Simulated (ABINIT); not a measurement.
# A GW chain in ABINIT: CaO (Lime), part 2 of 3

Aim: the G0W0 gap of CaO (Lime) on PBE, step by step.

ABINIT 10.8.3; PBE and many-body steps on it, plane waves. Known limits of the many-body steps: not at the basis limit.

So far. Step 2 (Ground state): The gap is indirect, with the least direct gap 0.37 eV higher.

**3. Bands along the symmetry lines**

Level of this step: DFT, PBE, plane waves, norm-conserving pseudopotentials (ABINIT).

The cheap functional maps the bands first; the places of the edges decide which points the dearer methods must see.

run.abi reads:

```
acell 3*1.0 Angstrom
rprim 
  -0.000000000000 2.406500000000 2.406500000000
  2.406500000000 -0.000000000000 2.406500000000
  2.406500000000 2.406500000000 -0.000000000000
ntypat 2
znucl 20 8
natom 2
typat 1 2
xred 
  0.000000000000 0.000000000000 0.000000000000
  0.500000000000 0.500000000000 0.500000000000
pp_dirpath "pseudos"
pseudos "Ca.upf, O.upf"
ecut 36
iscf -2
irdden 1
kptopt 0
nkpt 50
kpt 
  0.00000000 0.00000000 0.00000000
  0.06250000 0.00000000 0.06250000
  0.12500000 0.00000000 0.12500000
  0.18750000 0.00000000 0.18750000
  0.25000000 0.00000000 0.25000000
  0.31250000 0.00000000 0.31250000
  0.37500000 0.00000000 0.37500000
  0.43750000 0.00000000 0.43750000
  0.50000000 0.00000000 0.50000000
  0.51562500 0.03125000 0.51562500
  0.53125000 0.06250000 0.53125000
  0.54687500 0.09375000 0.54687500
  0.56250000 0.12500000 0.56250000
  0.57812500 0.15625000 0.57812500
  0.59375000 0.18750000 0.59375000
  0.60937500 0.21875000 0.60937500
  0.62500000 0.25000000 0.62500000
  0.37500000 0.37500000 0.75000000
  0.32812500 0.32812500 0.65625000
  0.28125000 0.28125000 0.56250000
  0.23437500 0.23437500 0.46875000
  0.18750000 0.18750000 0.37500000
  0.14062500 0.14062500 0.28125000
  0.09375000 0.09375000 0.18750000
  0.04687500 0.04687500 0.09375000
  0.00000000 0.00000000 0.00000000
  0.06250000 0.06250000 0.06250000
  0.12500000 0.12500000 0.12500000
  0.18750000 0.18750000 0.18750000
  0.25000000 0.25000000 0.25000000
  0.31250000 0.31250000 0.31250000
  0.37500000 0.37500000 0.37500000
  0.43750000 0.43750000 0.43750000
  0.50000000 0.50000000 0.50000000
  0.50000000 0.46875000 0.53125000
  0.50000000 0.43750000 0.56250000
  0.50000000 0.40625000 0.59375000
  0.50000000 0.37500000 0.62500000
  0.50000000 0.34375000 0.65625000
  0.50000000 0.31250000 0.68750000
  0.50000000 0.28125000 0.71875000
  0.50000000 0.25000000 0.75000000
  0.50000000 0.21875000 0.71875000
  0.50000000 0.18750000 0.68750000
  0.50000000 0.15625000 0.65625000
  0.50000000 0.12500000 0.62500000
  0.50000000 0.09375000 0.59375000
  0.50000000 0.06250000 0.56250000
  0.50000000 0.03125000 0.53125000
  0.50000000 0.00000000 0.50000000
istwfk *1
nband 15
nbdbuf 2
tolwfr 1e-08
nstep 40
prtwf 0
prtvol 0
indata_prefix "in"
outdata_prefix "out"
tmpdata_prefix "tmp"
```

Run with:

```bash
$ OMP_NUM_THREADS=1 mpirun -n 4 abinit run.abi > log
```

Numbers of over 12 decimals in the logs are rounded to 6 here.

The program printed:

```text
.Version 10.8.3 of ABINIT. v10.8.2 released Aug 2026.

 Symmetries : space group Fm -3 m (#225); Bravais cF (face-center cubic)
[... echo of the input left out ...]
== DATASET  1 ==================================================================
-   mpi_nproc: 4, omp_nthreads: 1 (-1 if OMP is not activated)

--- !DatasetInfo
iteration_state: {dtset: 1, }
dimensions: {natom: 2, nkpt: 50, mband: 15, nsppol: 1, nspinor: 1, nspden: 1, mpw: 1964, }
cutoff_energies: {ecut:  36.0, pawecutdg:  -1.0, }
electrons: {nelect:   1.60000000E+01, charge:   0.00000000E+00, occopt:   1.00000000E+00, tsmear:   1.00000000E-02, }

 Real(R)+Recip(G) space primitive vectors, cartesian coordinates (Bohr,Bohr^-1):
 R(1)=  0.0000000  4.5476259  4.5476259  G(1)= -0.1099475  0.1099475  0.1099475
 R(2)=  4.5476259  0.0000000  4.5476259  G(2)=  0.1099475 -0.1099475  0.1099475
 R(3)=  4.5476259  4.5476259  0.0000000  G(3)=  0.1099475  0.1099475 -0.1099475
 Unit cell volume ucvol=  1.8809801E+02 bohr^3
 Angles (23,13,12)=  6.00000000E+01  6.00000000E+01  6.00000000E+01 degrees

 getcut: wavevector=  0.0000  0.0000  0.0000  ngfft=  36  36  36
         ecut(hartree)=     36.000   => boxcut(ratio)=   2.07246

--- Pseudopotential description ------------------------------------------------
- Ca Generated using ONCVPSP code by D. R. Hamann
- 20.00000  10.00000  171031                  znucl, zion, pspdat
12 -101130 2 -1 1766                          pspcod,pspxc,lmax,lloc,mmax
     nproj     2     2     2
  pspatm : epsatm=   12.33471919
         --- l  ekb(1:nproj) -->
             0   10.063789    0.972391
             1    3.049878    0.471799
             2   -3.406671   -1.078890
 pspatm: atomic psp has been read  and splines computed

- O Generated using ONCVPSP code by D. R. Hamann
-  8.00000   6.00000  171031                  znucl, zion, pspdat
12 -101130 2 -1 936                           pspcod,pspxc,lmax,lloc,mmax
     nproj     2     2     1
  pspatm : epsatm=    6.19545534
         --- l  ekb(1:nproj) -->
[...]
2   -1.331955
 pspatm: atomic psp has been read  and splines computed

--------------------------------------------------------------------------------

================================================================================
 prteigrs : about to open file out_EIG
 Non-SCF case, kpt    1 (  0.00000  0.00000  0.00000), residuals and eigenvalues=
  1.62E-09  1.56E-09  5.40E-09  5.32E-09  1.82E-09  2.53E-09  3.79E-09  5.35E-09
  1.18E-09  3.88E-09  7.88E-09  5.10E-09  6.00E-09  7.83E-09  7.63E-09
 -1.1984E+00 -4.9133E-01 -4.9133E-01 -4.9133E-01 -3.8219E-01  1.8612E-01
  1.8612E-01  1.8612E-01  3.5937E-01  4.1497E-01  4.1497E-01  4.1497E-01
[...]
Non-SCF case, kpt    2 (  0.06250  0.00000  0.06250), residuals and eigenvalues=
  2.66E-09  4.09E-09  2.02E-09  5.11E-09  6.28E-09  2.51E-09  3.47E-09  6.62E-09
[...]
3.83E-09  5.53E-09  1.77E-09  3.07E-09  2.90E-09  2.90E-09  3.36E-09  3.11E-09
  1.40E-09  2.87E-09  7.71E-09  1.66E-09  3.06E-09  7.58E-09  4.54E-08
[...]
Non-SCF case, kpt   49 (  0.50000  0.03125  0.53125), residuals and eigenvalues=
[...]
Non-SCF case, kpt   50 (  0.50000  0.00000  0.50000), residuals and eigenvalues=
[...]
-1.1936E+00 -5.1294E-01 -4.9951E-01 -4.9951E-01 -3.7352E-01  1.3836E-01
  1.7235E-01  1.7235E-01  3.2070E-01  4.8094E-01  5.1203E-01  5.3511E-01
[...]
--- !ResultsGS
iteration_state: {dtset: 1, }
comment   : Summary of ground state results
lattice_vectors:
- [ -0.0000000,   4.5476259,   4.5476259, ]
- [  4.5476259,  -0.0000000,   4.5476259, ]
- [  4.5476259,   4.5476259,  -0.0000000, ]
lattice_lengths: [   6.43131,    6.43131,    6.43131, ]
lattice_angles: [ 60.000,  60.000,  60.000, ] # degrees, (23, 13, 12)
lattice_volume:   1.8809801E+02
convergence: {deltae:  0.000E+00, res2:  0.000E+00, residm:  9.931E-09, diffor:  0.000E+00, }
etotal    :  -5.53869081E+01
entropy   :   0.00000000E+00
fermie    :   1.86115127E-01
cartesian_stress_tensor: null
pressure_GPa: null
xred      :
- [  0.0000E+00,   0.0000E+00,   0.0000E+00, Ca]
- [  5.0000E-01,   5.0000E-01,   5.0000E-01,  O]
cartesian_forces: null
force_length_stats: {min: null, max: null, mean: null, }

 Integrated electronic density in atomic spheres:
 ------------------------------------------------
 Atom  Sphere_radius  Integrated_density
[...]
================================================================================

 ----iterations are completed or convergence reached----

 Mean square residual over all n,k,spin=   47.443E-10; max=  99.313E-10
 reduced coordinates (array xred) for    2 atoms
       0.000000000000      0.000000000000      0.000000000000
       0.500000000000      0.500000000000      0.500000000000

 cartesian coordinates (angstrom) at end:
    1      0.000000     0.000000     0.000000
    2      2.406500     2.406500     2.406500
 length scales=  1.889726125908  1.889726125908  1.889726125908 bohr
              =  1.000000000000  1.000000000000  1.000000000000 angstroms
 prteigrs : about to open file out_EIG
 Eigenvalues (hartree) for nkpt=  50  k points:
 kpt#   1, nband= 15, wtk=  1.00000, kpt=  0.0000  0.0000  0.0000 (reduced coord)
[...]
kpt#   2, nband= 15, wtk=  1.00000, kpt=  0.0625  0.0000  0.0625 (reduced coord)
[...]
kpt#   3, nband= 15, wtk=  1.00000, kpt=  0.1250  0.0000  0.1250 (reduced coord)
[...]
kpt#  49, nband= 15, wtk=  1.00000, kpt=  0.5000  0.0313  0.5313 (reduced coord)
  -1.19360   -0.51282   -0.49980   -0.49964   -0.37299    0.13846    0.17099    0.17154
   0.32280    0.48187    0.51324    0.53097    0.53512    0.60227    0.67945
 kpt#  50, nband= 15, wtk=  1.00000, kpt=  0.5000  0.0000  0.5000 (reduced coord)
  -1.19360   -0.51294   -0.49951   -0.49951   -0.37352    0.13836    0.17235    0.17235
   0.32070    0.48094    0.51203    0.53511    0.53511    0.59844    0.67927

== END DATASET(S) ==============================================================
================================================================================

 -outvars: echo values of variables after computation  --------
            nband          15
             nkpt          50
          spgroup         225
 [... the other variables as echoed above ...]

 Calculation completed.
```

Elapsed: 6.2 s, on 4 MPI ranks of Arm Neoverse V2, shared host; peak memory 0.26 GiB.

Numbers from this step:

```yaml
gap: 3.662 eV
k_of_the_valence_top: 0, 0, 0
k_of_the_conduction_bottom: 0.5, 0, 0.5
least_direct_gap: 4.037 eV
```

The gap is 3.662 eV, as in the run before at this level.

The electronic bands at the labelled points (eV, zero at the top of the highest filled band; v1 is the highest filled band, c1 the lowest empty one):

```tsv
point	v4	v3	v2	v1	c1	c2	c3	c4
Γ	-15.46	0.00	0.00	0.00	4.71	6.23	6.23	6.23
halfway	-14.95	-1.66	-0.30	-0.30	4.72	6.60	8.04	8.04
X	-15.23	-1.30	-0.37	-0.37	3.66	8.02	8.87	9.50
halfway	-15.12	-1.28	-0.69	-0.50	4.09	8.21	8.91	9.12
U	-14.87	-1.32	-1.20	-0.77	5.14	7.97	8.54	9.02
jump to K	-14.87	-1.32	-1.20	-0.77	5.14	7.97	8.54	9.02
halfway	-14.71	-1.79	-0.92	-0.55	6.10	7.02	7.20	8.02
Γ	-15.46	0.00	0.00	0.00	4.71	6.23	6.23	6.23
halfway	-14.82	-1.52	-0.65	-0.65	6.25	6.84	7.17	7.17
L	-14.30	-2.61	-1.18	-1.18	7.03	8.33	8.33	8.49
halfway	-14.58	-2.03	-1.11	-1.04	6.74	6.82	8.73	8.91
W	-14.86	-1.27	-1.05	-1.05	6.31	6.31	8.36	9.50
halfway	-15.04	-1.25	-0.84	-0.66	4.49	8.25	8.28	9.38
X	-15.23	-1.30	-0.37	-0.37	3.66	8.02	8.87	9.50
```

The electronic bands as a text plot (rows in eV, shown from -8.0 to 7.7 only):

```
    7.4 |+   +  +++        +  +++++   ++    +++     ++      +
    6.7 |  ++ ++            ++  +++++    ++++++++++++++++  +
    6.1 |++  +             +  +++++++++++++++            +++
    5.4 |  +++            +        ++    ++                 +
    4.8 |++   ++         +           ++++                    +
    4.1 |       +++    ++                                     ++
    3.5 |          ++++                                         +
    2.8 |
    2.2 |
    1.5 |
    0.8 |
    0.2 |****                        ****
   -0.5 | *  **************   ********  *****                ****
   -1.1 |  ***     ****************        * ********************
   -1.8 |     *****        ******           ***       ***
   -2.4 |                                      *******
   -3.1 |
   -3.7 |
   -4.4 |
   -5.1 |
   -5.7 |
   -6.4 |
   -7.0 |
   -7.7 |
         Γ           X  U|K            Γ         L        W     X
```

**4. Empty states on the mesh, 6×6×6 mesh, 79 bands**

The sums over transitions need many empty states on a uniform mesh; this step solves for them.

run.abi reads:

```
acell 3*1.0 Angstrom
rprim 
  -0.000000000000 2.406500000000 2.406500000000
  2.406500000000 -0.000000000000 2.406500000000
  2.406500000000 2.406500000000 -0.000000000000
ntypat 2
znucl 20 8
natom 2
typat 1 2
xred 
  0.000000000000 0.000000000000 0.000000000000
  0.500000000000 0.500000000000 0.500000000000
pp_dirpath "pseudos"
pseudos "Ca.upf, O.upf"
ecut 36
ngkpt 6 6 6
nshiftk 1
shiftk 0 0 0
kptopt 1
chksymbreak 0
irdden 1
istwfk *1
nband 79
prtvol 0
optdriver 6
gwr_task "HDIAGO"
paral_kgb 0
occopt 1
indata_prefix "in"
outdata_prefix "out"
tmpdata_prefix "tmp"
```

The program printed:

```text
[banner, memory and clock lines left out]
.Version 10.8.3 of ABINIT. v10.8.2 released Aug 2026.

 Symmetries : space group Fm -3 m (#225); Bravais cF (face-center cubic)
[... echo of the input left out ...]
== DATASET  1 ==================================================================
-   mpi_nproc: 4, omp_nthreads: 1 (-1 if OMP is not activated)

--- !DatasetInfo
iteration_state: {dtset: 1, }
dimensions: {natom: 2, nkpt: 16, mband: 79, nsppol: 1, nspinor: 1, nspden: 1, mpw: 1964, }
cutoff_energies: {ecut:  36.0, pawecutdg:  -1.0, }
electrons: {nelect:   1.60000000E+01, charge:   0.00000000E+00, occopt:   1.00000000E+00, tsmear:   1.00000000E-02, }

.Using double precision arithmetic; gwpc =  8

- Reading GS density from: in_DEN

--- Pseudopotential description ------------------------------------------------
- Ca Generated using ONCVPSP code by D. R. Hamann
- 20.00000  10.00000  171031                  znucl, zion, pspdat
12 -101130 2 -1 1766                          pspcod,pspxc,lmax,lloc,mmax
     nproj     2     2     2
  pspatm : epsatm=   12.33471919
         --- l  ekb(1:nproj) -->
             0   10.063789    0.972391
             1    3.049878    0.471799
             2   -3.406671   -1.078890
 pspatm: atomic psp has been read  and splines computed

- O Generated using ONCVPSP code by D. R. Hamann
-  8.00000   6.00000  171031                  znucl, zion, pspdat
12 -101130 2 -1 936                           pspcod,pspxc,lmax,lloc,mmax
     nproj     2     2     1
  pspatm : epsatm=    6.19545534
         --- l  ekb(1:nproj) -->
             0    6.056735    0.824024
             1   -4.717130   -1.149271
             2   -1.331955
 pspatm: atomic psp has been read  and splines computed

   2.96482793E+02                                ecore*ucvol(ha*bohr**3)

 Total charge density [el/Bohr^3]
)     Maximum=    9.2154E-01  at reduced coord.    0.4444    0.5556    0.5556
)     Minimum=    5.1365E-03  at reduced coord.    0.2500    0.2500    0.2500
   Integrated=    1.6000E+01

 === KS gaps after direct diagonalization ===
 Indirect band gap semiconductor
 Fundamental gap:     3.662 (eV)
   VBM:     5.064 (eV) at k: [ 0.0000E+00,  0.0000E+00,  0.0000E+00]
   CBM:     8.727 (eV) at k: [ 5.0000E-01,  5.0000E-01,  0.0000E+00]
 Direct gap:         4.037 (eV) at k: [ 5.0000E-01,  5.0000E-01,  0.0000E+00]

== END DATASET(S) ==============================================================

 -outvars: echo values of variables after computation  --------
           etotal      0.0000000000E+00
            nband          79
             nkpt          16
          spgroup         225
 [... the other variables as echoed above ...]

 Calculation completed.
```

Elapsed: 24 s, on 4 MPI ranks; peak memory 1.1 GiB.

This step gave:

```
gap                                                           : 3.662 eV
k of the valence top                                          : 0, 0, 0
k of the conduction bottom                                    : 0.5, 0.5, 0
least direct gap                                              : 4.037 eV
k points computed                                             : 16
lowest point of the top converged band, above the valence top : 86.7928 eV
```

On this mesh the gap is 3.662 eV.

**5. Screening, 6×6×6 mesh, 71 bands, screening to 163.3 eV**

The RPA dielectric matrix is built and inverted for each q.

This step: RPA screening on PBE, plane waves, norm-conserving pseudopotentials.

run.abi: that of step 4 with these lines changed.

```diff
@@ -20,10 +20,11 @@
 chksymbreak 0
-irdden 1
 istwfk *1
-nband 79
-prtvol 0
-optdriver 6
-gwr_task "HDIAGO"
-paral_kgb 0
 occopt 1
+irdwfk 1
+optdriver 3
+nband 71
+ecuteps 6
+inclvkb 2
+awtr 1
+symchi 1
 indata_prefix "in"
```

The program printed:

```text
.Version 10.8.3 of ABINIT. v10.8.2 released Aug 2026.

 Symmetries : space group Fm -3 m (#225); Bravais cF (face-center cubic)
[... echo of the input left out ...]
== DATASET  1 ==================================================================
-   mpi_nproc: 4, omp_nthreads: 1 (-1 if OMP is not activated)

--- !DatasetInfo
iteration_state: {dtset: 1, }
dimensions: {natom: 2, nkpt: 16, mband: 71, nsppol: 1, nspinor: 1, nspden: 1, mpw: 1964, }
cutoff_energies: {ecut:  36.0, pawecutdg:  -1.0, }
electrons: {nelect:   1.60000000E+01, charge:   0.00000000E+00, occopt:   1.00000000E+00, tsmear:   1.00000000E-02, }

 SCREENING: Calculation of the susceptibility and dielectric matrices

 Based on a program developped by R.W. Godby, V. Olevano, G. Onida, and L. Reining.
 Incorporated in ABINIT by V. Olevano, G.-M. Rignanese, and M. Torrent.
.Using double precision arithmetic ; gwpc =  8

[... cell and pseudopotentials left out ...]
--------------------------------------------------------------------------------

 ==== K-mesh for the wavefunctions ====
 Number of points in the irreducible wedge :    16
[... list of points left out ...]
 Together with 48 symmetry operations and time-reversal symmetry
 yields   216 points in the full Brillouin Zone.

 ==== Q-mesh for the screening function ====
 Number of points in the irreducible wedge :    16
[... list of points left out ...]
 Together with 48 symmetry operations and time-reversal symmetry
 yields   216 points in the full Brillouin Zone.

 setmesh: FFT mesh size selected  =    25x   25x   25
          total number of points  =        15625

 vcoul_init : cutoff-mode = AUXILIARY_FUNCTION
 q-points for optical limit:   1
     1)      0.000010    0.000020    0.000030

- screening: taking advantage of time-reversal symmetry
- Maximum band index for partially occupied states nbvw = 8
- Remaining bands to be divided among processors   nbcw = 63
- Number of bands treated by each node ~15

 Number of electrons calculated from density =   16.0000; Expected =   16.0000
 average of density, n =  0.085062
 r_s =    1.4106
 omega_plasma =   28.1335 [eV]

 calculating chi0 at frequencies [eV] :
  1    0.000000E+00    0.000000E+00
  2    0.000000E+00    2.813348E+01

--------------------------------------------------------------------------------
  q-point number  1        q = ( 0.000000, 0.000000, 0.000000) [r.l.u.]
--------------------------------------------------------------------------------
[... chi0 elements left out ...]
 For q-point:  0.000010 0.000020 0.000030
  dielectric constant =   3.5691
  dielectric constant without local fields =   3.9201

  Average fulfillment of the sum rule on Im[epsilon] for q-point    1 :     64.97  [%]
[... wings left out ...]
  q-point number  2        q = ( 0.166667, 0.000000, 0.000000) [r.l.u.]
--------------------------------------------------------------------------------
[... chi0 elements left out ...]
  Average fulfillment of the sum rule on Im[epsilon] for q-point    2 :     79.07  [%]

 [... 14 further q-points ...]
```

The job ended after 36 s (4 MPI ranks; peak memory 0.75 GiB).

Numbers from this step:

- ε∞ with local fields, on this mesh, along the program's q direction: 3.569
- the same without local fields: 3.920
- plasma frequency: 28.13 eV
- plane waves in the screening matrix: 137

Local fields lower ε∞ by 9 %.

(Continued in part 3 of 3.)

[Paths, hosts, dates, memory and timing lines, banners, echoed tables and standing remarks are left out of the program output.]

[Logs are printed without paths, hosts, clocks, repeated set-up lines and the standing remarks that a program may print on its own settings, such as how far it seeks lower states.]

[Runs of the session that timed out or met a known fault of the program may be left out.]

[Hosts, paths, dates, database ids (printed as entryN), source tags and the programs' standing remarks are cut or masked in the printed files.]

[G0W0 gaps are taken among the corrected bands and points alone; a level outside them can change the order at an edge.]

[Where Ansatz stands beside ABINIT at settings called matched, ABINIT's density can come from a denser mesh and the files from another edition; pairs whose starting gaps differed by over 0.03 eV were left out, so agreement reads better than it is.]
